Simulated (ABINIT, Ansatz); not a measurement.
# Converging GW for KCaF3 (Pm-3m) in ABINIT

What does each rung of G0W0 on KCaF3 (Pm-3m) cost, and what does it buy?

Method: PBEsol and many-body steps on it, plane waves, in ABINIT 10.8.3.

## (1) Starting point

The structure is cubic, space group Pm-3m (No. 221). Conventional cell: a = 4.482 Å, b = 4.482 Å, c = 4.482 Å, α = 90.00°, β = 90.00°, γ = 90.00°. Nearest to K lie 12 F at 3.17 Å. Nearest to Ca lie 6 F at 2.24 Å. Nearest to F lie 2 Ca at 2.24 Å and 4 K at 3.17 Å. Farther neighbours and most contacts between anions are not listed.

The cell and positions are those that the Materials Project relaxed with its own functionals (PBE, PBE+U or r2SCAN), kept fixed.

## (2) Empty states on the mesh, 2×2×2 mesh, 182 bands

This step: ABINIT 10.8.3; DFT, PBEsol, plane waves, norm-conserving pseudopotentials.

The sums over transitions need many empty states on a uniform mesh; this step solves for them.

The input, run.abi:

```
acell 3*1.0 Angstrom
rprim 
  4.481726000000 0.000000000000 0.000000000000
  0.000000000000 4.481726000000 0.000000000000
  0.000000000000 0.000000000000 4.481726000000
ntypat 3
znucl 19 20 9
natom 5
typat 1 2 3 3 3
xred 
  0.500000000000 0.500000000000 0.500000000000
  0.000000000000 0.000000000000 0.000000000000
  0.000000000000 0.500000000000 0.000000000000
  0.000000000000 0.000000000000 0.500000000000
  0.500000000000 0.000000000000 0.000000000000
pp_dirpath "pseudos"
pseudos "K.upf, Ca.upf, F.upf"
ecut 36
ngkpt 2 2 2
nshiftk 1
shiftk 0 0 0
kptopt 1
chksymbreak 0
iscf -2
irdden 1
istwfk *1
nband 182
nbdbuf 16
tolwfr 1e-09
nstep 60
prtvol 0
indata_prefix "in"
outdata_prefix "out"
tmpdata_prefix "tmp"
```

The run is started by

```
$ OMP_NUM_THREADS=1 mpirun -n 4 abinit run.abi > log
```

Numbers of over 12 decimals in the logs are rounded to 6 here.

What it wrote:

```text
.Version 10.8.3 of ABINIT. v10.8.2 released Aug 2026.

 Symmetries : space group Pm -3 m (#221); Bravais cP (primitive cubic)
[... echo of the input left out ...]
== DATASET  1 ==================================================================
-   mpi_nproc: 4, omp_nthreads: 1 (-1 if OMP is not activated)

--- !DatasetInfo
iteration_state: {dtset: 1, }
dimensions: {natom: 5, nkpt: 4, mband: 182, nsppol: 1, nspinor: 1, nspden: 1, mpw: 6302, }
cutoff_energies: {ecut:  36.0, pawecutdg:  -1.0, }
[...]
2.74807    2.74807    2.75895    2.75895    2.75895    2.79274    2.79274    2.79274
   2.83950    2.83950    2.83950    2.84576    2.86406    2.86407    2.88153    2.88153
   2.88153    2.92974    2.93017    2.93131    2.94617    2.94845
 prteigrs : prtvol=0 or 1, do not print more k-points.

== END DATASET(S) ==============================================================
================================================================================

 -outvars: echo values of variables after computation  --------
            nband         182
             nkpt           4
          spgroup         221
 [... the other variables as echoed above ...]

 Calculation completed.
```

Elapsed: 45 s, on 4 MPI ranks of Arm Neoverse V2, shared host; peak memory 0.4 GiB; 3 min of CPU time.

This step gave:

```
gap                                                           : 6.057 eV
k of the valence top                                          : 0.5, 0.5, 0.5
k of the conduction bottom                                    : 0, 0, 0
least direct gap                                              : 6.237 eV
k points computed                                             : 4
lowest point of the top converged band, above the valence top : 75.9048 eV
```

On this mesh the gap is 6.057 eV.

The density comes from a self-consistent run that is not shown.

## (3) Screening, 2×2×2 mesh, 38 bands, screening to 62.6 eV

The RPA dielectric matrix is built and inverted for each q.

This step: RPA screening on PBEsol, plane waves, norm-conserving pseudopotentials.

Edit run.abi of step 2 so:

```diff
@@ -23,10 +23,11 @@
 chksymbreak 0
-iscf -2
-irdden 1
 istwfk *1
-nband 182
-nbdbuf 16
-tolwfr 1e-09
-nstep 60
-prtvol 0
+occopt 1
+irdwfk 1
+optdriver 3
+nband 38
+ecuteps 2.3
+inclvkb 2
+awtr 1
+symchi 1
 indata_prefix "in"
```

What it wrote:

```text
.Version 10.8.3 of ABINIT. v10.8.2 released Aug 2026.

 Symmetries : space group Pm -3 m (#221); Bravais cP (primitive cubic)
[... echo of the input left out ...]
== DATASET  1 ==================================================================
-   mpi_nproc: 4, omp_nthreads: 1 (-1 if OMP is not activated)

--- !DatasetInfo
iteration_state: {dtset: 1, }
dimensions: {natom: 5, nkpt: 4, mband: 38, nsppol: 1, nspinor: 1, nspden: 1, mpw: 6302, }
cutoff_energies: {ecut:  36.0, pawecutdg:  -1.0, }
electrons: {nelect:   4.00000000E+01, charge:   0.00000000E+00, occopt:   1.00000000E+00, tsmear:   1.00000000E-02, }

 SCREENING: Calculation of the susceptibility and dielectric matrices

 Based on a program developped by R.W. Godby, V. Olevano, G. Onida, and L. Reining.
 Incorporated in ABINIT by V. Olevano, G.-M. Rignanese, and M. Torrent.
.Using double precision arithmetic ; gwpc =  8

[... cell and pseudopotentials left out ...]
--------------------------------------------------------------------------------

 ==== K-mesh for the wavefunctions ====
 Number of points in the irreducible wedge :     4
[... list of points left out ...]
 Together with 48 symmetry operations and time-reversal symmetry
 yields     8 points in the full Brillouin Zone.

 ==== Q-mesh for the screening function ====
 Number of points in the irreducible wedge :     4
[... list of points left out ...]
 Together with 48 symmetry operations and time-reversal symmetry
 yields     8 points in the full Brillouin Zone.

 setmesh: FFT mesh size selected  =    30x   30x   30
          total number of points  =        27000

 vcoul_init : cutoff-mode = AUXILIARY_FUNCTION
 q-points for optical limit:   1
     1)      0.000010    0.000020    0.000030

- screening: taking advantage of time-reversal symmetry
- Maximum band index for partially occupied states nbvw = 20
- Remaining bands to be divided among processors   nbcw = 18
- Number of bands treated by each node ~4

 Number of electrons calculated from density =   40.0000; Expected =   40.0000
 average of density, n =  0.065846
 r_s =    1.5362
 omega_plasma =   24.7525 [eV]

 calculating chi0 at frequencies [eV] :
  1    0.000000E+00    0.000000E+00
  2    0.000000E+00    2.475252E+01

--------------------------------------------------------------------------------
  q-point number  1        q = ( 0.000000, 0.000000, 0.000000) [r.l.u.]
--------------------------------------------------------------------------------
[... chi0 elements left out ...]
 For q-point:  0.000010 0.000020 0.000030
  dielectric constant =   1.9010
  dielectric constant without local fields =   2.0075

  Average fulfillment of the sum rule on Im[epsilon] for q-point    1 :     19.65  [%]
[... wings left out ...]
  q-point number  2        q = ( 0.500000, 0.000000, 0.000000) [r.l.u.]
--------------------------------------------------------------------------------
[... chi0 elements left out ...]
  Average fulfillment of the sum rule on Im[epsilon] for q-point    2 :     27.13  [%]

 [... 2 further q-points ...]
```

The job ended after 5.3 s (4 MPI ranks; peak memory 0.59 GiB; 21 s of CPU time).

Numbers from this step:

```yaml
eps_infinity_with_local_fields_on_this_mesh_along_the_program_s_q_direction: 1.901
the_same_without_local_fields: 2.007
plasma_frequency: 24.75 eV
plane_waves_in_the_screening_matrix: 93
```

Local fields lower ε∞ by 5 %. On a Γ-centred mesh this coarse the value itself is usually too large, while a short band sum pulls it down.

## (4) 38 bands, 62.6 eV

The self-energy is evaluated for the states that the input lists, and the levels follow from it, in one-shot runs by the linearised quasiparticle equation.

This step: G0W0 on PBEsol, plane waves, norm-conserving pseudopotentials.

Edit run.abi of step 3 so:

```diff
@@ -26,8 +26,17 @@
 irdwfk 1
-optdriver 3
+optdriver 4
 nband 38
+gwcalctyp 0
+ecutsigx 36
+symsigma 1
+nkptgw 2
+kptgw 
+  0.5000000000 0.5000000000 0.5000000000
+  0.0000000000 0.0000000000 0.0000000000
+bdgw 
+  18 23
+  18 24
 ecuteps 2.3
-inclvkb 2
-awtr 1
-symchi 1
+irdscr 1
+ppmodel 1
 indata_prefix "in"
```

What it wrote:

```text
.Version 10.8.3 of ABINIT. v10.8.2 released Aug 2026.

 Symmetries : space group Pm -3 m (#221); Bravais cP (primitive cubic)
[... echo of the input left out ...]
== DATASET  1 ==================================================================
-   mpi_nproc: 4, omp_nthreads: 1 (-1 if OMP is not activated)

--- !DatasetInfo
iteration_state: {dtset: 1, }
dimensions: {natom: 5, nkpt: 4, mband: 38, nsppol: 1, nspinor: 1, nspden: 1, mpw: 6302, }
cutoff_energies: {ecut:  36.0, pawecutdg:  -1.0, }
electrons: {nelect:   4.00000000E+01, charge:   0.00000000E+00, occopt:   1.00000000E+00, tsmear:   1.00000000E-02, }

 SIGMA: Calculation of the GW corrections

 Based on a program developped by R.W. Godby, V. Olevano, G. Onida, and L. Reining.
 Incorporated in ABINIT by V. Olevano, G.-M. Rignanese, and M. Torrent.
.Using double precision arithmetic ; gwpc =  8

[... cell and pseudopotentials left out ...]
--------------------------------------------------------------------------------

 ==== K-mesh for the wavefunctions ====
 Number of points in the irreducible wedge :     4
[... list of points left out ...]
 Together with 48 symmetry operations and time-reversal symmetry
 yields     8 points in the full Brillouin Zone.

 ==== Q-mesh for screening function ====
 Number of points in the irreducible wedge :     4
[... list of points left out ...]
 Together with 48 symmetry operations and time-reversal symmetry
 yields     8 points in the full Brillouin Zone.

 vcoul_init : cutoff-mode = AUXILIARY_FUNCTION
 q-points for optical limit:   1
     1)      0.000010    0.000020    0.000030
 setmesh: FFT mesh size selected  =    45x   45x   45
          total number of points  =        91125

 Number of electrons calculated from density =   40.0000; Expected =   40.0000
 average of density, n =  0.065846
 r_s =    1.5362
 omega_plasma =   24.7525 [eV]

 === KS Band Gaps ===
  >>>> For spin  1
   Minimum direct gap =   6.2372 [eV], located at k-point      :   0.0000  0.0000  0.0000
   Fundamental gap    =   6.0567 [eV], Top of valence bands at :   0.5000  0.5000  0.5000
                                       Bottom of conduction at :   0.0000  0.0000  0.0000
 SIGMA fundamental parameters:
 PLASMON POLE MODEL  1
 number of plane-waves for SigmaX                 6235
 number of plane-waves for SigmaC and W             93
 number of plane-waves for wavefunctions          6235
 number of bands                                    38
 number of independent spin polarizations            1
 number of spinorial components                      1
 number of k-points in IBZ                           4
 number of q-points in IBZ                           4
 number of symmetry operations                      48
 number of k-points in BZ                            8
 number of q-points in BZ                            8
 number of frequencies for dSigma/dE                 9
 frequency step for dSigma/dE [eV]                0.25
 number of omega for Sigma on real axis              0
 max omega for Sigma on real axis  [eV]           0.00
 zcut for avoiding poles [eV]                     0.10

 EPSILON^-1 parameters (SCR file):
 dimension of the eps^-1 matrix on file             93
 dimension of the eps^-1 matrix used                93
 number of plane-waves for wavefunctions          6235
 number of bands                                    38
 number of q-points in IBZ                           4
 number of frequencies                               2
 number of real frequencies                          1
 number of imag frequencies                          1

 matrix elements of self-energy operator (all in [eV])

 Perturbative Calculation

--- !SelfEnergy_ee
iteration_state: {dtset: 1, }
kpoint     : [   0.500,    0.500,    0.500, ]
spin       : 1
KS_gap     :    9.665
QP_gap     :   15.358
Delta_QP_KS:    5.693
data: !SigmaeeData |
     Band     E0 <VxcDFT>   SigX SigC(E0)      Z dSigC/dE  Sig(E)    E-E0       E
       18  -0.452 -22.095 -29.579   4.507   0.805  -0.242 -24.492  -2.397  -2.849
       19  -0.452 -22.095 -29.579   4.507   0.805  -0.242 -24.492  -2.397  -2.849
       20  -0.452 -22.095 -29.579   4.507   0.805  -0.242 -24.492  -2.397  -2.849
       21   9.213  -9.943  -4.578  -1.735   0.908  -0.101  -6.647   3.296  12.509
       22   9.213  -9.943  -4.578  -1.735   0.908  -0.101  -6.647   3.296  12.509
       23   9.213  -9.943  -4.578  -1.735   0.908  -0.101  -6.647   3.296  12.509

--- !SelfEnergy_ee
iteration_state: {dtset: 1, }
kpoint     : [   0.000,    0.000,    0.000, ]
spin       : 1
KS_gap     :    6.237
QP_gap     :   10.669
Delta_QP_KS:    4.432
data: !SigmaeeData |
     Band     E0 <VxcDFT>   SigX SigC(E0)      Z dSigC/dE  Sig(E)    E-E0       E
[...]
22   8.376 -12.906  -6.207  -2.044   0.890  -0.124  -8.765   4.141  12.517
       23   8.376 -12.906  -6.207  -2.044   0.890  -0.124  -8.765   4.141  12.517
       24   8.376 -12.906  -6.207  -2.044   0.890  -0.124  -8.765   4.141  12.517

== END DATASET(S) ==============================================================
================================================================================

 -outvars: echo values of variables after computation  --------
           etotal      0.0000000000E+00
            nband          38
             nkpt           4
          spgroup         221
 [... the other variables as echoed above ...]

 Calculation completed.
```

Elapsed: 3.7 s, on 4 MPI ranks; peak memory 0.66 GiB.

Numbers from this step:

```
G0W0 gap on the points computed              : 10.49 eV
starting gap on the mesh                     : 6.057 eV
k of the valence top                         : 0.5, 0.5, 0.5
k of the conduction bottom                   : 0, 0, 0
Z at the valence top                         : 0.805
Z at the conduction bottom                   : 0.906
least direct G0W0 gap on the computed points : 10.67 eV
```

The gap on the mesh goes from 6.06 eV to 10.49 eV, a correction of +4.43 eV.

## (5) Screening, 2×2×2 mesh, 79 bands, screening to 114.3 eV

This step: RPA screening on PBEsol, plane waves, norm-conserving pseudopotentials.

Edit run.abi of step 4 so:

```diff
@@ -26,17 +26,8 @@
 irdwfk 1
-optdriver 4
-nband 38
-gwcalctyp 0
-ecutsigx 36
-symsigma 1
-nkptgw 2
-kptgw 
-  0.5000000000 0.5000000000 0.5000000000
-  0.0000000000 0.0000000000 0.0000000000
-bdgw 
-  18 23
-  18 24
-ecuteps 2.3
-irdscr 1
-ppmodel 1
+optdriver 3
+nband 79
+ecuteps 4.2
+inclvkb 2
+awtr 1
+symchi 1
 indata_prefix "in"
```

What it wrote:

```text
.Version 10.8.3 of ABINIT. v10.8.2 released Aug 2026.

 Symmetries : space group Pm -3 m (#221); Bravais cP (primitive cubic)
[... echo of the input left out ...]
== DATASET  1 ==================================================================
-   mpi_nproc: 4, omp_nthreads: 1 (-1 if OMP is not activated)

--- !DatasetInfo
iteration_state: {dtset: 1, }
dimensions: {natom: 5, nkpt: 4, mband: 79, nsppol: 1, nspinor: 1, nspden: 1, mpw: 6302, }
cutoff_energies: {ecut:  36.0, pawecutdg:  -1.0, }
electrons: {nelect:   4.00000000E+01, charge:   0.00000000E+00, occopt:   1.00000000E+00, tsmear:   1.00000000E-02, }

 SCREENING: Calculation of the susceptibility and dielectric matrices

 Based on a program developped by R.W. Godby, V. Olevano, G. Onida, and L. Reining.
 Incorporated in ABINIT by V. Olevano, G.-M. Rignanese, and M. Torrent.
.Using double precision arithmetic ; gwpc =  8

[... cell and pseudopotentials left out ...]
--------------------------------------------------------------------------------

 ==== K-mesh for the wavefunctions ====
 Number of points in the irreducible wedge :     4
[... list of points left out ...]
 Together with 48 symmetry operations and time-reversal symmetry
 yields     8 points in the full Brillouin Zone.

 ==== Q-mesh for the screening function ====
 Number of points in the irreducible wedge :     4
[... list of points left out ...]
 Together with 48 symmetry operations and time-reversal symmetry
 yields     8 points in the full Brillouin Zone.

 setmesh: FFT mesh size selected  =    32x   32x   32
          total number of points  =        32768

 vcoul_init : cutoff-mode = AUXILIARY_FUNCTION
 q-points for optical limit:   1
     1)      0.000010    0.000020    0.000030

- screening: taking advantage of time-reversal symmetry
- Maximum band index for partially occupied states nbvw = 20
- Remaining bands to be divided among processors   nbcw = 59
- Number of bands treated by each node ~14

 Number of electrons calculated from density =   40.0000; Expected =   40.0000
 average of density, n =  0.065846
 r_s =    1.5362
 omega_plasma =   24.7525 [eV]

 calculating chi0 at frequencies [eV] :
  1    0.000000E+00    0.000000E+00
  2    0.000000E+00    2.475252E+01

--------------------------------------------------------------------------------
  q-point number  1        q = ( 0.000000, 0.000000, 0.000000) [r.l.u.]
--------------------------------------------------------------------------------
[... chi0 elements left out ...]
 For q-point:  0.000010 0.000020 0.000030
  dielectric constant =   2.0007
  dielectric constant without local fields =   2.1593

  Average fulfillment of the sum rule on Im[epsilon] for q-point    1 :     38.80  [%]
[... wings left out ...]
  q-point number  2        q = ( 0.500000, 0.000000, 0.000000) [r.l.u.]
--------------------------------------------------------------------------------
[... chi0 elements left out ...]
  Average fulfillment of the sum rule on Im[epsilon] for q-point    2 :     46.25  [%]

 [... 2 further q-points ...]
```

It took 11 s on 4 MPI ranks; peak memory 0.83 GiB; 42 s of CPU time.

Numbers from this step:

```
ε∞ with local fields, on this mesh, along the program's q direction : 2.001
the same without local fields                                       : 2.159
plasma frequency                                                    : 24.75 eV
plane waves in the screening matrix                                 : 251
```

(Part 1 of 2 ends here.)

[Paths, hosts, dates, memory and timing lines, banners, echoed tables and standing remarks are left out of the program output.]

[Logs are printed without paths, hosts, clocks, repeated set-up lines and the standing remarks that a program may print on its own settings, such as how far it seeks lower states.]

[Runs of the session that timed out or met a known fault of the program may be left out.]

[Hosts, paths, dates, database ids (printed as entryN), source tags and the programs' standing remarks are cut or masked in the printed files.]

[G0W0 gaps are taken among the corrected bands and points alone; a level outside them can change the order at an edge.]

[Where Ansatz stands beside ABINIT at settings called matched, ABINIT's density can come from a denser mesh and the files from another edition; pairs whose starting gaps differed by over 0.03 eV were left out, so agreement reads better than it is.]
